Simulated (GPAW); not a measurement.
**Polymorphs of AlN told apart by optics**

Method, alike for all: GPAW, PBE, RPA, without spin-orbit coupling, line width 0.2 eV (Lorentzian).

Structure 1:

It takes space group F-43m (No. 216, cubic). Conventional cell: a = 4.368 Å, b = 4.368 Å, c = 4.368 Å, α = 90.00°, β = 90.00°, γ = 90.00°. Al on site a has 4 N at 1.89 Å as nearest neighbours. N on site d has 4 Al at 1.89 Å as nearest neighbours.

Structure 2:

The structure is hexagonal, space group P6_3mc (No. 186). Conventional cell: a = 3.113 Å, b = 3.113 Å, c = 4.981 Å, α = 90.00°, β = 90.00°, γ = 120.00°. Al on site b has 4 N at 1.89 Å as nearest neighbours. N on site b is surrounded by 4 Al at 1.89 Å.

Spectrum A:

E (eV), Im ε and a bar:
```
     0.00       0.00 
     0.25       0.01 
     0.50       0.01 
     0.75       0.02 
     1.00       0.02 
     1.25       0.03 
     1.50       0.04 
     1.75       0.04 
     2.00       0.05 
     2.25       0.06 
     2.50       0.07 
     2.75       0.09 
     3.00       0.10 
     3.25       0.13 #
     3.50       0.16 #
     3.75       0.22 #
     4.00       0.33 #
     4.25       0.57 ###
     4.50       0.86 ####
     4.75       1.14 #####
     5.00       1.60 #######
     5.25       2.02 #########
     5.50       2.88 #############
     5.75       3.27 ###############
     6.00       3.79 #################
     6.25       4.18 ###################
     6.50       5.10 #######################
     6.75       5.37 ########################
     7.00       6.17 ############################
     7.25       6.65 ##############################
     7.50       6.50 #############################
     7.75       6.72 ##############################
     8.00       6.66 ##############################
     8.25       5.49 ########################
     8.50       4.12 ##################
     8.75       3.13 ##############
     9.00       2.93 #############
     9.25       3.27 ###############
     9.50       3.67 ################
     9.75       4.15 ###################
    10.00       4.19 ###################
```

Spectrum B:

| E (eV) | Im ε |
| --- | --- |
| 0.00 | 0.00 |
| 0.25 | 0.01 |
| 0.50 | 0.01 |
| 0.75 | 0.01 |
| 1.00 | 0.02 |
| 1.25 | 0.02 |
| 1.50 | 0.03 |
| 1.75 | 0.04 |
| 2.00 | 0.04 |
| 2.25 | 0.05 |
| 2.50 | 0.06 |
| 2.75 | 0.07 |
| 3.00 | 0.09 |
| 3.25 | 0.10 |
| 3.50 | 0.12 |
| 3.75 | 0.16 |
| 4.00 | 0.21 |
| 4.25 | 0.34 |
| 4.50 | 0.57 |
| 4.75 | 0.86 |
| 5.00 | 1.01 |
| 5.25 | 1.21 |
| 5.50 | 1.52 |
| 5.75 | 1.66 |
| 6.00 | 2.60 |
| 6.25 | 3.35 |
| 6.50 | 4.29 |
| 6.75 | 5.11 |
| 7.00 | 5.60 |
| 7.25 | 6.24 |
| 7.50 | 7.14 |
| 7.75 | 7.52 |
| 8.00 | 6.95 |
| 8.25 | 6.65 |
| 8.50 | 6.03 |
| 8.75 | 4.97 |
| 9.00 | 4.80 |
| 9.25 | 4.74 |
| 9.50 | 3.94 |
| 9.75 | 3.56 |
| 10.00 | 3.66 |

**Question.** Match each spectrum to its structure.

**Answer.** A is structure 1 (F-43m, 10.4 Å³ an atom): ε∞ = 4.42 along the first axis, strongest peak along the first axis at 7.68 eV. B is structure 2 (P6_3mc, 10.5 Å³ an atom): ε∞ = 4.29 along the first axis, strongest peak along the first axis at 7.76 eV.

[Logs are printed without paths, hosts, clocks, repeated set-up lines and the standing remarks that a program may print on its own settings, such as how far it seeks lower states.]
